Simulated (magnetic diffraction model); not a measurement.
**Which magnetic order? CrPb**

Space group R-3m (no. 166), a = 3.0080 Å, c = 16.4900 Å.

| site | atom | x | y | z |
| --- | --- | --- | --- | --- |
| 3b | Pb | 2/3 | 1/3 | 5/6 |
| 3a | Cr | 0 | 0 | 0 |

The compound is invented for this exercise: a known structure type with other elements, its cell scaled to their sizes and not relaxed.

Only Cr is taken to order (form factors of Cr2+); orders and moment sizes are assumed, and not adapted to the symmetry. Radiation: neutrons of λ = 2.36 Å, 8° to 80°; isotropic B of 0.57 Å² (Pb) and 0.8 Å² (Cr). The intensities are simulated: I ∝ L Σ (|F_N|² + |F_M⊥|²) for unpolarised neutrons, with F_M = 2.695 fm/μB × Σ f(s) S exp(2πi Q·r) exp(−B s²) at Q = H ± k (one set where k and −k are equivalent), only the part normal to Q counting and L = 1/(sin²θ cos θ). For collinear order S is the moment m, which repeats by lattice and centring translations R with the sign exp(−2πi k·R). Form factors are spin-only for 3d ions and dipole or tabulated for f ions, scattering lengths are Sears's of 1992, and absorption is left out. A label names one of the reflections at its angle. The strongest nuclear line in the range is 100, and lines under 0.2 are left out.

Above the ordering temperature:

| 2θ (°) | index | I |
| --- | --- | --- |
| 24.79 | (0 0 3) | 30.1 |
| 50.85 | (0 0 6) | 40.1 |
| 54.59 | (1 0 1) | 21.2 |
| 56.73 | (0 1 2) | 100.0 |
| 64.80 | (1 0 4) | 80.8 |
| 70.51 | (0 1 5) | 14.3 |

Below it (cell unchanged):

```csv
2θ (°),I
24.79,45.8
50.85,42.4
54.59,24.0
56.73,102.6
64.80,82.7
70.51,15.8
```

**Question.** Find the propagation vector, then choose among these models:
A. collinear moments along [120], 1.72 μB on Cr
B. collinear moments along [001], 1.72 μB on Cr
C. collinear moments along [100], 1.72 μB on Cr

No line moves, and magnetic intensity falls on nuclear lines such as the one at 24.79°, so the magnetic cell equals the chemical primitive cell: k = 0.

Magnetic intensity, observed (below minus above) and for each model:

| 2θ (°) | index | observed | A | B | C |
| --- | --- | --- | --- | --- | --- |
| 24.79 | (0 0 3) | 15.7 | 15.7 | <0.2 | 15.7 |
| 50.85 | (0 0 6) | 2.3 | 2.3 | <0.2 | 2.3 |
| 54.59 | (1 0 1) | 2.8 | 2.8 | 5.2 | 2.8 |
| 56.73 | (0 1 2) | 2.6 | 2.6 | 4.3 | 2.6 |
| 64.80 | (1 0 4) | 1.9 | 1.9 | 2.1 | 1.9 |
| 70.51 | (0 1 5) | 1.5 | 1.5 | 1.4 | 1.5 |

Models A and C match alike on every line, so these data can't choose among them (such ties are often domains of one structure): a powder sees only the angle between collinear moments and the unique axis of a uniaxial spin configuration, and no direction at all where the configuration is cubic.

The structure used: k = (0 0 0), collinear moments along [120], 1.72 μB on Cr.

[Logs are printed without paths, hosts, clocks, repeated set-up lines and the standing remarks that a program may print on its own settings, such as how far it seeks lower states.]
